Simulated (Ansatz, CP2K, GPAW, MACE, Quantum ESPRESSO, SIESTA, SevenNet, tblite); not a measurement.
# What went wrong? CP2K on amorphous SnO2 (72 atoms)

Program: CP2K 2026.2, a calculation on a cell of 24 Sn and 48 O, 13.3 Å³ an atom.

Contents of input.inp:

```
&GLOBAL
  PROJECT cell
  RUN_TYPE ENERGY_FORCE
  PRINT_LEVEL LOW
&END GLOBAL
&FORCE_EVAL
  METHOD QS
  STRESS_TENSOR ANALYTICAL
  &DFT
    BASIS_SET_FILE_NAME BASIS_MOLOPT_UZH
    POTENTIAL_FILE_NAME POTENTIAL_UZH
    &MGRID
      CUTOFF 600
      REL_CUTOFF 50
      NGRIDS 5
    &END MGRID
    &QS
      EPS_DEFAULT 1.0E-12
    &END QS
    &SCF
      SCF_GUESS ATOMIC
      EPS_SCF 1.0E-06
      MAX_SCF 80
      ADDED_MOS 14
      &DIAGONALIZATION
        ALGORITHM STANDARD
      &END DIAGONALIZATION
      &SMEAR ON
        METHOD FERMI_DIRAC
        ELECTRONIC_TEMPERATURE [K] 580
      &END SMEAR
      &MIXING
        METHOD DIRECT_P_MIXING
        ALPHA 0.8
      &END MIXING
      &PRINT
        &RESTART OFF
        &END RESTART
      &END PRINT
    &END SCF
    &XC
      &XC_FUNCTIONAL PBE
      &END XC_FUNCTIONAL
    &END XC
    &PRINT
      &MULLIKEN ON
      &END MULLIKEN
      &HIRSHFELD ON
        SHAPE_FUNCTION DENSITY
      &END HIRSHFELD
      &MO ON
        EIGENVALUES T
        OCCUPATION_NUMBERS T
        MO_INDEX_RANGE 181 204
        &EACH
          QS_SCF 0
        &END EACH
        ADD_LAST NUMERIC
      &END MO
    &END PRINT
  &END DFT
  &SUBSYS
    &CELL
      A 9.85089 0.00000 0.00000
      B 0.00000 9.85089 0.00000
      C 0.00000 0.00000 9.85089
    &END CELL
    &TOPOLOGY
      COORD_FILE_NAME structure.xyz
      COORD_FILE_FORMAT XYZ
    &END TOPOLOGY
    &KIND Sn
      BASIS_SET DZVP-MOLOPT-PBE-GTH-q4
      POTENTIAL GTH-PBE-q4
    &END KIND
    &KIND O
      BASIS_SET DZVP-MOLOPT-PBE-GTH-q6
      POTENTIAL GTH-PBE-q6
    &END KIND
  &END SUBSYS
  &PRINT
    &FORCES ON
    &END FORCES
    &STRESS_TENSOR ON
    &END STRESS_TENSOR
  &END PRINT
&END FORCE_EVAL
```

Contents of structure.xyz:

```xyz
72

Sn 7.21666 6.63211 3.26636
Sn 0.47905 2.16749 4.26317
Sn 5.00258 1.75247 0.97386
Sn 7.61533 4.56953 5.68840
Sn 2.18522 6.89464 3.83860
Sn 4.85895 7.11599 5.88640
Sn 9.64816 2.01933 9.30486
Sn 2.04091 4.61869 7.39299
Sn 2.04642 0.33739 1.72952
Sn 5.72573 9.80361 4.68676
[... 58 atom lines left out ...]
O 6.19197 7.76762 4.64578
O 8.87624 3.09732 5.29003
O 3.79772 7.21016 0.25120
O 1.81778 3.58060 3.62897
```

Command:

```bash
OMP_NUM_THREADS=1 mpirun -np 4 cp2k.psmp -i input.inp > output.txt
```

Numbers of over 12 decimals in the logs are rounded to 6 here.

The log of the run:

```text
CP2K| version string:                                       CP2K version 2026.2
 CP2K| Input file name                                                 input.inp
 GLOBAL| Basis set file name                                    BASIS_MOLOPT_UZH
 GLOBAL| Potential file name                                       POTENTIAL_UZH
 GLOBAL| Run type                                                   ENERGY_FORCE
 GLOBAL| Total number of message passing processes                             4
 GLOBAL| Number of threads for this process                                    1
 TOTAL NUMBERS AND MAXIMUM NUMBERS
  Total number of            - Atomic kinds:                                   2
                             - Atoms:                                         72
                             - Shell sets:                                    72
                             - Shells:                                       360
                             - Primitive Cartesian functions:                336
                             - Cartesian basis functions:                   1008
                             - Spherical basis functions:                    936
  Maximum angular momentum of- Orbital basis functions:                        2
                             - Local part of the GTH pseudopotential:          2
                             - Non-local part of the GTH pseudopotential:      4
 SCF PARAMETERS         Density guess:                                    ATOMIC
                        max_scf:                                              80
                        eps_scf:                                        1.00E-06
                        added MOs                                        14    0
                        Mixing method:                           DIRECT_P_MIXING
                        Smear method:                                FERMI_DIRAC
                        Electronic temperature [K]:                        580.0
                        Electronic temperature [a.u.]:                  1.84E-03
                        Accuracy threshold:                             1.00E-10
 Extrapolation method: initial_guess
 Number of electrons:                                                        384
 Number of occupied orbitals:                                                192
 Number of molecular orbitals:                                               206
 Number of orbital functions:                                                936
 Number of independent orbital functions:                                    936
 SCF WAVEFUNCTION OPTIMIZATION
  Step     Update method      Time    Convergence         Total energy    Change
     1 P_Mix/Diag. 0.80E+00    2.3     1.73797534      -855.3079231541 -8.55E+02
     2 P_Mix/Diag. 0.80E+00    3.0     1.70713913      -850.0583732380  5.25E+00
     3 P_Mix/Diag. 0.80E+00    3.0     3.00276130      -844.6377783302  5.42E+00
[...]
79 P_Mix/Diag. 0.80E+00    3.0    55.01151365       375.8634864800 -1.59E+02
    80 P_Mix/Diag. 0.80E+00    3.1    55.01151353       535.3439835172  1.59E+02
  Leaving inner SCF loop after reaching    80 steps.
  Electronic density on regular grids:       -383.9999999999        0.0000000001
  Core density on regular grids:              383.9999999994       -0.0000000006
  Total charge density on r-space grids:       -0.0000000004
  Total charge density g-space grids:          -0.0000000004
  Overlap energy of the core charge distribution:               5.70127e-06
  Self energy of the core charge distribution:              -2173.048637
  Core Hamiltonian energy:                                    902.237624
  Hartree energy:                                            2025.291951
  Exchange-correlation energy:                               -219.136100
  Electronic entropic energy:                                  -4.59901e-06
  Fermi energy:                                                -4.119140
  Total energy:                                               535.343984
  Total energy (extrapolated to T->0):                        535.343986
 *   ___                                                                       *
 *  /   \                                                                      *
 * [ABORT]                                                                     *
 *  \___/     SCF run NOT converged. To continue the calculation regardless,   *
 *    |             please set the keyword IGNORE_CONVERGENCE_FAILURE.         *
 *  O/|                                                                        *
 * /| |                                                                        *
```

Run time: 4.1 min. Hardware: 4 MPI ranks of Arm Neoverse V2, shared host; peak memory 2.3 GiB.

Banners, paths, timers and routine set-up lines are dropped from the logs unmarked, and long logs keep their key lines alone; longer cuts are marked.

Q: Name the fault.

Mixing far too strong: mixer DIRECT_P_MIXING and mixing weight 0.8.

The run ended unconverged.

[Also dropped from logs without a mark: logging warnings of Python, and SIESTA's first energy breakdown and zero terms.]

[Logs are printed without paths, hosts, clocks, repeated set-up lines and the standing remarks that a program may print on its own settings, such as how far it seeks lower states.]

[Hosts, paths, dates, database ids (printed as entryN), source tags and the programs' standing remarks are cut or masked in the printed files.]
